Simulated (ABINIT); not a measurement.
# BaMg2Sb2 (P-3m1): RPA correlation energy against the basis

Wanted: RPA correlation energy of BaMg2Sb2 (P-3m1), with cost.

Main program and level: ABINIT 10.8.3; LDA and many-body steps on it, plane waves.

### Step 1. The structure

It takes space group P-3m1 (No. 164, trigonal). Conventional cell: a = 4.770 Å, b = 4.770 Å, c = 8.100 Å, α = 90.00°, β = 90.00°, γ = 120.00°. Nearest to Ba lie 6 Sb at 3.51 Å. Mg has 4 Sb at 2.89 Å nearest. Nearest to Sb lie 4 Mg at 2.89 Å and 3 Ba at 3.51 Å. Farther neighbours are not listed.

The cell and positions come from the Crystallography Open Database and are kept as given unless a step says otherwise. Spin-orbit coupling is left out unless a step names it.

### Step 2. Empty states on the mesh, 3×3×1 mesh, 391 bands

This step: ABINIT 10.8.3; DFT, LDA, plane waves, norm-conserving pseudopotentials.

The sums over transitions need many empty states on a uniform mesh; this step solves for them.

Input file run.abi:

```
acell 3*1.0 Angstrom
rprim 
  4.770000000028 -0.000000000006 0.000000000000
  -2.385000000008 4.130941176079 0.000000000000
  0.000000000000 0.000000000000 8.100000000000
ntypat 3
znucl 56 12 51
natom 5
typat 1 2 2 3 3
xred 
  0.000000000000 0.000000000000 0.000000000000
  0.333333333333 0.666666666667 0.624700000000
  0.666666666667 0.333333333333 0.375300000000
  0.333333333333 0.666666666667 0.268000000000
  0.666666666667 0.333333333333 0.732000000000
pp_dirpath "pseudos"
pseudos "Ba.upf, Mg.upf, Sb.upf"
ecut 38
ngkpt 3 3 1
nshiftk 1
shiftk 0 0 0
kptopt 1
chksymbreak 0
iscf -2
irdden 1
istwfk *1
nband 391
nbdbuf 34
tolwfr 1e-09
nstep 60
prtvol 0
indata_prefix "in"
outdata_prefix "out"
tmpdata_prefix "tmp"
```

Started as:

```console
OMP_NUM_THREADS=1 mpirun -n 3 abinit run.abi > log
```

Numbers of over 12 decimals in the logs are rounded to 6 here.

Output:

```text
.Version 10.8.3 of ABINIT. v10.8.2 released Aug 2026.

 Symmetries : space group P-3 m 1 (#164); Bravais hP (primitive hexag.)
[... echo of the input left out ...]
== DATASET  1 ==================================================================
-   mpi_nproc: 3, omp_nthreads: 1 (-1 if OMP is not activated)

--- !DatasetInfo
iteration_state: {dtset: 1, }
dimensions: {natom: 5, nkpt: 3, mband: 391, nsppol: 1, nspinor: 1, nspden: 1, mpw: 12103, }
cutoff_energies: {ecut:  38.0, pawecutdg:  -1.0, }
electrons: {nelect:   6.00000000E+01, charge:   0.00000000E+00, occopt:   1.00000000E+00, tsmear:   1.00000000E-02, }

 Real(R)+Recip(G) space primitive vectors, cartesian coordinates (Bohr,Bohr^-1):
 R(1)=  9.0139936  0.0000000  0.0000000  G(1)=  0.1109386  0.0640504  0.0000000
 R(2)= -4.5069968  7.8063475  0.0000000  G(2)=  0.0000000  0.1281009  0.0000000
 R(3)=  0.0000000  0.0000000 15.3067816  G(3)=  0.0000000  0.0000000  0.0653305
 Unit cell volume ucvol=  1.0770826E+03 bohr^3
 Angles (23,13,12)=  9.00000000E+01  9.00000000E+01  1.20000000E+02 degrees

 getcut: wavevector=  0.0000  0.0000  0.0000  ngfft=  54  54  90
         ecut(hartree)=     38.000   => boxcut(ratio)=   2.11886

--- Pseudopotential description ------------------------------------------------
- Ba Generated using ONCVPSP code by D. R. Hamann
- 56.00000  10.00000  180309                  znucl, zion, pspdat
12 -1012 2 -1 1912                            pspcod,pspxc,lmax,lloc,mmax
     nproj     2     2     2
  pspatm : epsatm=   25.95172157
         --- l  ekb(1:nproj) -->
             0    6.668455    0.685657
             1    5.046948    0.410312
             2    2.551809    0.419281
 pspatm: atomic psp has been read  and splines computed

- Mg Generated using ONCVPSP code by D. R. Hamann
- 12.00000  10.00000  180309                  znucl, zion, pspdat
12 -1012 1 -1 1510                            pspcod,pspxc,lmax,lloc,mmax
     nproj     2     2     0
  pspatm : epsatm=    9.23542517
         --- l  ekb(1:nproj) -->
[...]
pspatm: atomic psp has been read  and splines computed

- Sb Generated using ONCVPSP code by D. R. Hamann
- 51.00000  15.00000  180309                  znucl, zion, pspdat
12 -1012 2 -1 1416                            pspcod,pspxc,lmax,lloc,mmax
     nproj     2     2     2
  pspatm : epsatm=   26.56042106
         --- l  ekb(1:nproj) -->
[...]
pspatm: atomic psp has been read  and splines computed

--------------------------------------------------------------------------------

================================================================================
 prteigrs : about to open file out_EIG
 Non-SCF case, kpt    1 (  0.00000  0.00000  0.00000), residuals and eigenvalues=
  2.26E-10  3.09E-10  3.39E-10  3.59E-10  3.02E-10  2.45E-10  2.88E-10  2.42E-10
  9.17E-10  2.62E-10  2.23E-10  2.08E-10  2.07E-10  2.19E-10  1.84E-10  1.77E-10
  2.37E-10  1.89E-10  1.90E-10  6.54E-10  4.12E-10  6.00E-10  3.28E-10  7.17E-10
[...]
3.10E-04  1.51E-04  8.13E-05  1.18E-04  7.30E-04  3.97E-04  5.40E-04
 -2.5998E+00 -2.5997E+00 -1.4026E+00 -1.4025E+00 -1.4025E+00 -1.4025E+00
 -1.4024E+00 -1.4024E+00 -8.5670E-01 -8.5309E-01 -8.5309E-01 -8.5307E-01
 -8.5307E-01 -8.5279E-01 -8.5278E-01 -8.5242E-01 -8.5242E-01 -8.5241E-01
[...]
3.4442E+00  3.4548E+00  3.4548E+00  3.4833E+00  3.4833E+00  3.4885E+00
  3.4892E+00  3.5058E+00  3.5097E+00  3.5127E+00  3.5158E+00  3.5231E+00
  3.5278E+00
 prteigrs : prtvol=0 or 1, do not print more k-points.

--- !ResultsGS
iteration_state: {dtset: 1, }
comment   : Summary of ground state results
lattice_vectors:
- [  9.0139936,  -0.0000000,   0.0000000, ]
- [ -4.5069968,   7.8063475,   0.0000000, ]
- [  0.0000000,   0.0000000,  15.3067816, ]
lattice_lengths: [   9.01399,    9.01399,   15.30678, ]
lattice_angles: [ 90.000,  90.000, 120.000, ] # degrees, (23, 13, 12)
lattice_volume:   1.0770826E+03
convergence: {deltae:  0.000E+00, res2:  0.000E+00, residm:  9.978E-10, diffor:  0.000E+00, }
etotal    :  -3.28353895E+02
entropy   :   0.00000000E+00
fermie    :   1.63020635E-01
cartesian_stress_tensor: null
pressure_GPa: null
xred      :
- [  0.0000E+00,   0.0000E+00,   0.0000E+00, Ba]
- [  3.3333E-01,   6.6667E-01,   6.2470E-01, Mg]
- [  6.6667E-01,   3.3333E-01,   3.7530E-01, Mg]
- [  3.3333E-01,   6.6667E-01,   2.6800E-01, Sb]
- [  6.6667E-01,   3.3333E-01,   7.3200E-01, Sb]
cartesian_forces: null
force_length_stats: {min: null, max: null, mean: null, }

 Integrated electronic density in atomic spheres:
 ------------------------------------------------
 Atom  Sphere_radius  Integrated_density
[...]
================================================================================

 ----iterations are completed or convergence reached----

 Mean square residual over all n,k,spin=   48.014E-11; max=  99.782E-11
 reduced coordinates (array xred) for    5 atoms
[...]
0.333333333333      0.666666666667      0.268000000000
       0.666666666667      0.333333333333      0.732000000000

 cartesian coordinates (angstrom) at end:
    1      0.000000     0.000000     0.000000
    2      4e-12     2.753961     5.060070
    3      2.385000     1.376980     3.039930
    4      4e-12     2.753961     2.170800
    5      2.385000     1.376980     5.929200
 length scales=  1.889726125908  1.889726125908  1.889726125908 bohr
              =  1.000000000000  1.000000000000  1.000000000000 angstroms
 prteigrs : about to open file out_EIG
 Eigenvalues (hartree) for nkpt=   3  k points:
 kpt#   1, nband=391, wtk=  0.11111, kpt=  0.0000  0.0000  0.0000 (reduced coord)
[...]
3.38149    3.38149    3.38757    3.40377    3.40377    3.40563    3.40856    3.41260
   3.41260    3.43910    3.44420    3.45477    3.45479    3.48327    3.48334    3.48851
   3.48925    3.50575    3.50968    3.51269    3.51585    3.52310    3.52777
 prteigrs : prtvol=0 or 1, do not print more k-points.

== END DATASET(S) ==============================================================
================================================================================

 -outvars: echo values of variables after computation  --------
            nband         391
             nkpt           3
          spgroup         164
 [... the other variables as echoed above ...]

 Calculation completed.
```

The job ended after 5 min (3 MPI ranks of Intel Xeon 6975P-C (Granite Rapids), shared host; peak memory 0.59 GiB; 15 min of CPU time).

This step gave:

| Quantity | Value |
| --- | --- |
| gap | 1.040 eV |
| k of the valence top | 0, 0, 0 |
| k of the conduction bottom | 0.3333, 0, 0 |
| least direct gap | 1.420 eV |
| k points computed | 3 |
| lowest point of the top converged band, above the valence top | 84.2660 eV |

On this mesh the gap is 1.040 eV.

The density comes from a self-consistent run that is not shown.

### Step 3. RPA energy: 3×3×1 mesh, 83 bands, screening to 32.7 eV

The RPA dielectric matrix is built and inverted for each q.

This step: RPA screening on LDA, plane waves, norm-conserving pseudopotentials.

run.abi, as its differences from that of step 2:

```diff
@@ -23,10 +23,15 @@
 chksymbreak 0
-iscf -2
-irdden 1
 istwfk *1
-nband 391
-nbdbuf 34
-tolwfr 1e-09
-nstep 60
-prtvol 0
+occopt 1
+irdwfk 1
+optdriver 3
+nband 83
+ecuteps 1.2
+inclvkb 2
+awtr 1
+symchi 1
+gwcalctyp 1
+nfreqre 0
+nfreqim 8
+gwrpacorr 1
 indata_prefix "in"
```

Started as:

```console
OMP_NUM_THREADS=1 mpirun -n 4 abinit run.abi > log
```

Output:

```text
.Version 10.8.3 of ABINIT. v10.8.2 released Aug 2026.

 Symmetries : space group P-3 m 1 (#164); Bravais hP (primitive hexag.)
[... echo of the input left out ...]
== DATASET  1 ==================================================================
-   mpi_nproc: 4, omp_nthreads: 1 (-1 if OMP is not activated)

--- !DatasetInfo
iteration_state: {dtset: 1, }
dimensions: {natom: 5, nkpt: 3, mband: 83, nsppol: 1, nspinor: 1, nspden: 1, mpw: 12103, }
cutoff_energies: {ecut:  38.0, pawecutdg:  -1.0, }
electrons: {nelect:   6.00000000E+01, charge:   0.00000000E+00, occopt:   1.00000000E+00, tsmear:   1.00000000E-02, }

 SCREENING: Calculation of the susceptibility and dielectric matrices

 Based on a program developped by R.W. Godby, V. Olevano, G. Onida, and L. Reining.
 Incorporated in ABINIT by V. Olevano, G.-M. Rignanese, and M. Torrent.
.Using double precision arithmetic ; gwpc =  8

[... cell and pseudopotentials left out ...]
--------------------------------------------------------------------------------

 ==== K-mesh for the wavefunctions ====
 Number of points in the irreducible wedge :     3
[... list of points left out ...]
 Together with 12 symmetry operations and time-reversal symmetry
 yields     9 points in the full Brillouin Zone.

 ==== Q-mesh for the screening function ====
 Number of points in the irreducible wedge :     3
[... list of points left out ...]
 Together with 12 symmetry operations and time-reversal symmetry
 yields     9 points in the full Brillouin Zone.

 setmesh: FFT mesh size selected  =    25x   25x   50
          total number of points  =        31250

 vcoul_init : cutoff-mode = AUXILIARY_FUNCTION
 q-points for optical limit:   1
     1)      0.000010    0.000020    0.000030

- screening: taking advantage of time-reversal symmetry
- Maximum band index for partially occupied states nbvw = 30
- Remaining bands to be divided among processors   nbcw = 53
- Number of bands treated by each node ~13

 Number of electrons calculated from density =   60.0000; Expected =   60.0000
 average of density, n =  0.055706
 r_s =    1.6243
 omega_plasma =   22.7670 [eV]

 calculating chi0 at frequencies [eV] :
  1    0.000000E+00    0.000000E+00
  2    0.000000E+00    1.343289E+03
  3    0.000000E+00    2.404413E+02
[...]
8    0.000000E+00    3.079585E+00
  9    0.000000E+00    5.512287E-01

--------------------------------------------------------------------------------
  q-point number  1        q = ( 0.000000, 0.000000, 0.000000) [r.l.u.]
--------------------------------------------------------------------------------
[... chi0 elements left out ...]
  [... further frequencies ...]

 For q-point:  0.000010 0.000020 0.000030
  dielectric constant =  20.1796
  dielectric constant without local fields =  22.0594

  Average fulfillment of the sum rule on Im[epsilon] for q-point    1 :     38.63  [%]
[... wings left out ...]
  q-point number  2        q = ( 0.333333, 0.000000, 0.000000) [r.l.u.]
--------------------------------------------------------------------------------
[... chi0 elements left out ...]
  [... further frequencies ...]

  Average fulfillment of the sum rule on Im[epsilon] for q-point    2 :     42.69  [%]

 [... 1 further q-points ...]
```

Run time: 11 s. Hardware: 4 MPI ranks; peak memory 0.97 GiB; 44 s of CPU time.

Numbers from this step:

| Item | Value |
| --- | --- |
| ε∞ with local fields, on this mesh, along the program's q direction | 20.18 |
| the same without local fields | 22.06 |
| plasma frequency | 22.77 eV |
| plane waves in the screening matrix | 67 |
| RPA correlation energy | -16.39 eV |

Local fields lower ε∞ by 9 %. On a Γ-centred mesh this coarse the value itself is usually too large, while a short band sum pulls it down.

### Step 4. RPA energy: 3×3×1 mesh, 145 bands, screening to 57.1 eV

run.abi, as its differences from that of step 3:

```diff
@@ -27,4 +27,4 @@
 optdriver 3
-nband 83
-ecuteps 1.2
+nband 145
+ecuteps 2.1
 inclvkb 2
```

Output:

```text
.Version 10.8.3 of ABINIT. v10.8.2 released Aug 2026.

 Symmetries : space group P-3 m 1 (#164); Bravais hP (primitive hexag.)
[... echo of the input left out ...]
== DATASET  1 ==================================================================
-   mpi_nproc: 4, omp_nthreads: 1 (-1 if OMP is not activated)

--- !DatasetInfo
iteration_state: {dtset: 1, }
dimensions: {natom: 5, nkpt: 3, mband: 145, nsppol: 1, nspinor: 1, nspden: 1, mpw: 12103, }
cutoff_energies: {ecut:  38.0, pawecutdg:  -1.0, }
electrons: {nelect:   6.00000000E+01, charge:   0.00000000E+00, occopt:   1.00000000E+00, tsmear:   1.00000000E-02, }

 SCREENING: Calculation of the susceptibility and dielectric matrices

 Based on a program developped by R.W. Godby, V. Olevano, G. Onida, and L. Reining.
 Incorporated in ABINIT by V. Olevano, G.-M. Rignanese, and M. Torrent.
.Using double precision arithmetic ; gwpc =  8

[... cell and pseudopotentials left out ...]
--------------------------------------------------------------------------------

 ==== K-mesh for the wavefunctions ====
 Number of points in the irreducible wedge :     3
[...]
- Number of bands treated by each node ~28

 Number of electrons calculated from density =   60.0000; Expected =   60.0000
 average of density, n =  0.055706
 r_s =    1.6243
 omega_plasma =   22.7670 [eV]

 calculating chi0 at frequencies [eV] :
  1    0.000000E+00    0.000000E+00
  2    0.000000E+00    1.343289E+03
  3    0.000000E+00    2.404413E+02
[...]
8    0.000000E+00    3.079585E+00
  9    0.000000E+00    5.512287E-01

--------------------------------------------------------------------------------
  q-point number  1        q = ( 0.000000, 0.000000, 0.000000) [r.l.u.]
--------------------------------------------------------------------------------
[... chi0 elements left out ...]
  [... further frequencies ...]

 For q-point:  0.000010 0.000020 0.000030
  dielectric constant =  19.6569
  dielectric constant without local fields =  22.0863

  Average fulfillment of the sum rule on Im[epsilon] for q-point    1 :     54.94  [%]
[... wings left out ...]
  q-point number  2        q = ( 0.333333, 0.000000, 0.000000) [r.l.u.]
--------------------------------------------------------------------------------
[... chi0 elements left out ...]
  [... further frequencies ...]

  Average fulfillment of the sum rule on Im[epsilon] for q-point    2 :     58.73  [%]

 [... 1 further q-points ...]
```

It took 22 s on 4 MPI ranks; peak memory 1.2 GiB.

This step gave:

| Item | Value |
| --- | --- |
| ε∞ with local fields, on this mesh, along the program's q direction | 19.66 |
| the same without local fields | 22.09 |
| plasma frequency | 22.77 eV |
| plane waves in the screening matrix | 147 |
| RPA correlation energy | -25.14 eV |

(Part 1 of 2 ends here.)

[Paths, hosts, dates, memory and timing lines, banners, echoed tables and standing remarks are left out of the program output.]

[Logs are printed without paths, hosts, clocks, repeated set-up lines and the standing remarks that a program may print on its own settings, such as how far it seeks lower states.]

[Runs of the session that timed out or met a known fault of the program may be left out.]

[Hosts, paths, dates, database ids (printed as entryN), source tags and the programs' standing remarks are cut or masked in the printed files.]

[G0W0 gaps are taken among the corrected bands and points alone; a level outside them can change the order at an edge.]

[Where Ansatz stands beside ABINIT at settings called matched, ABINIT's density can come from a denser mesh and the files from another edition; pairs whose starting gaps differed by over 0.03 eV were left out, so agreement reads better than it is.]
